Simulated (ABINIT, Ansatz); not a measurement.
**A GW run on InF3 (R-3c) in ABINIT, with inputs changed**

What do changed inputs do to GW on InF3 (R-3c)?

Calculated with ABINIT 10.8.3; LDA and many-body steps on it, plane waves.

Report form: the programs' logs are mostly left out.

## Step 1: Set-up

Symmetry: R-3c, No. 167, trigonal system. Conventional cell: a = 5.204 Å, b = 5.204 Å, c = 14.723 Å, α = 90.00°, β = 90.00°, γ = 120.00°. Nearest to In lie 6 F at 2.08 Å. Nearest to F lie 2 In at 2.08 Å. Farther neighbours and most contacts between anions are not listed.

The cell and positions are those that the Materials Project relaxed with its own functionals (PBE, PBE+U or r2SCAN), kept fixed.

## Step 2: Screening, 2×2×2 mesh, 110 bands, screening to 114.3 eV

This step: ABINIT 10.8.3; RPA screening on LDA, plane waves, norm-conserving pseudopotentials.

The RPA dielectric matrix is built and inverted for each q.

Contents of run.abi:

```
acell 3*1.0 Angstrom
rprim 
  2.602141182914 1.502346912402 4.907506134507
  -2.602141182914 1.502346912402 4.907506134507
  0.000000000000 -3.004693824873 4.907506134486
ntypat 2
znucl 49 9
natom 8
typat 1 1 2 2 2 2 2 2
xred 
  0.500000000000 0.500000000000 0.500000000000
  -0.000000000000 0.000000000000 0.000000000000
  0.395709220000 0.750000000000 0.104290780000
  0.750000000000 0.104290780000 0.395709220000
  0.895709220000 0.604290780000 0.250000000000
  0.250000000000 0.895709220000 0.604290780000
  0.604290780000 0.250000000000 0.895709220000
  0.104290780000 0.395709220000 0.750000000000
pp_dirpath "pseudos"
pseudos "In.upf, F.upf"
ecut 36
ngkpt 2 2 2
nshiftk 1
shiftk 0 0 0
kptopt 1
chksymbreak 0
istwfk *1
occopt 1
irdwfk 1
optdriver 3
nband 110
ecuteps 4.2
inclvkb 2
awtr 1
symchi 1
indata_prefix "in"
outdata_prefix "out"
tmpdata_prefix "tmp"
```

Launch:

```console
> OMP_NUM_THREADS=1 mpirun -n 4 abinit run.abi > log
```

Elapsed: 60 s, on 4 MPI ranks of Arm Neoverse N1, shared host; peak memory 1.5 GiB; 4 min of CPU time.

Numbers from this step:

* ε∞ with local fields, on this mesh, along the program's q direction: 2.448
* the same without local fields: 2.571
* plasma frequency: 28.54 eV
* plane waves in the screening matrix: 327

Local fields lower ε∞ by 5 %. On a Γ-centred mesh this coarse the value itself is usually too large, while a short band sum pulls it down.

## Step 3: Base

The self-energy is evaluated for the states that the input lists, and the levels follow from it, in one-shot runs by the linearised quasiparticle equation.

This step: G0W0 on LDA, plane waves, norm-conserving pseudopotentials.

Changes to run.abi since step 2:

```diff
@@ -29,8 +29,17 @@
 irdwfk 1
-optdriver 3
+optdriver 4
 nband 110
+gwcalctyp 0
+ecutsigx 36
+symsigma 1
+nkptgw 2
+kptgw 
+  0.5000000000 0.5000000000 0.0000000000
+  0.0000000000 0.0000000000 0.0000000000
+bdgw 
+  33 36
+  33 36
 ecuteps 4.2
-inclvkb 2
-awtr 1
-symchi 1
+irdscr 1
+ppmodel 1
 indata_prefix "in"
```

The job ended after 17 s (4 MPI ranks; peak memory 1.1 GiB; 66 s of CPU time).

Numbers from this step:

| Property | Result |
| --- | --- |
| G0W0 gap on the points computed | 6.847 eV |
| starting gap on the mesh | 3.997 eV |
| k of the valence top | 0.5, 0.5, 0 |
| k of the conduction bottom | 0, 0, 0 |
| Z at the valence top | 0.808 |
| Z at the conduction bottom | 0.869 |
| least direct G0W0 gap on the computed points | 7.222 eV |

The gap on the mesh goes from 4.00 eV to 6.85 eV, a correction of +2.85 eV.

## Step 4: Fewer bands in the self-energy

Changes to run.abi since step 3:

```diff
@@ -30,3 +30,3 @@
 optdriver 4
-nband 110
+nband 40
 gwcalctyp 0
```

The job ended after 9.6 s (4 MPI ranks; peak memory 0.96 GiB; 38 s of CPU time).

Numbers from this step:

- G0W0 gap on the points computed: 7.220 eV
- starting gap on the mesh: 3.997 eV
- k of the valence top: 0.5, 0.5, 0
- k of the conduction bottom: 0, 0, 0
- Z at the valence top: 0.816
- Z at the conduction bottom: 0.885
- least direct G0W0 gap on the computed points: 7.624 eV

## Step 5: More bands than the file holds

Changes to run.abi since step 4:

```diff
@@ -30,3 +30,3 @@
 optdriver 4
-nband 40
+nband 663
 gwcalctyp 0
```

Wall time 2.9 s (4 MPI ranks); peak memory 0.06 GiB.

The run stopped with an error after 2.9 s.

The program's words: Number of bands stored WFK file is less than required. WFK mband: 243, self-energy nband: 663

The fault put into this input: more bands than the file holds.

## Step 6: Side by side

Times are wall times on 4 MPI ranks of Arm Neoverse N1, shared host, good to a factor of about two. A run's time includes the screening step that it read.

```tsv
run	mesh	bands	screening cutoff (eV)	DFT gap (eV)	gap on the mesh (eV)	direct (eV)	ε∞ used	time
base	2×2×2	110	114.3	3.997	6.847	7.222	2.45	77 s
fewer bands in the self-energy	2×2×2	40	114.3	3.997	7.220	7.624	2.45	70 s
```

## Step 7: Results

```json
{
 "base": "6.847 eV",
 "fewer bands in the self-energy": "7.220 eV",
 "known limits": "not at the basis limit; exchange with frozen shells missing; no spin-orbit coupling; coarse k mesh"
}
```

Fewer bands in the self-energy: +0.373 eV against base (keys changed: nband). Bands and cutoff are finite, so the gap is not at the basis limit. The miss can reach some tenths of an eV and take either sign; the mesh is an error of its own. In the G0W0 runs levels were corrected at 2 k points alone, so a gap called «on the mesh» is the least over those, and an edge elsewhere would be missed. The 2×2×2 mesh is coarse for this cell, which bears on the long-range parts of exchange and screening. The norm-conserving file of at least one element keeps a d shell over frozen s and p shells of the same row. Exchange with those shells is missing from the self-energy, an error of 0.3 to 0.9 eV in cases checked, whose sign depends on which edge lies on those atoms. The many-body steps are scalar-relativistic: spin-orbit coupling is not in them.

[Paths, hosts, dates, memory and timing lines, banners, echoed tables and standing remarks are left out of the program output.]

[Logs are printed without paths, hosts, clocks, repeated set-up lines and the standing remarks that a program may print on its own settings, such as how far it seeks lower states.]

[Runs of the session that timed out or met a known fault of the program may be left out.]

[Hosts, paths, dates, database ids (printed as entryN), source tags and the programs' standing remarks are cut or masked in the printed files.]

[G0W0 gaps are taken among the corrected bands and points alone; a level outside them can change the order at an edge.]

[Where Ansatz stands beside ABINIT at settings called matched, ABINIT's density can come from a denser mesh and the files from another edition; pairs whose starting gaps differed by over 0.03 eV were left out, so agreement reads better than it is.]
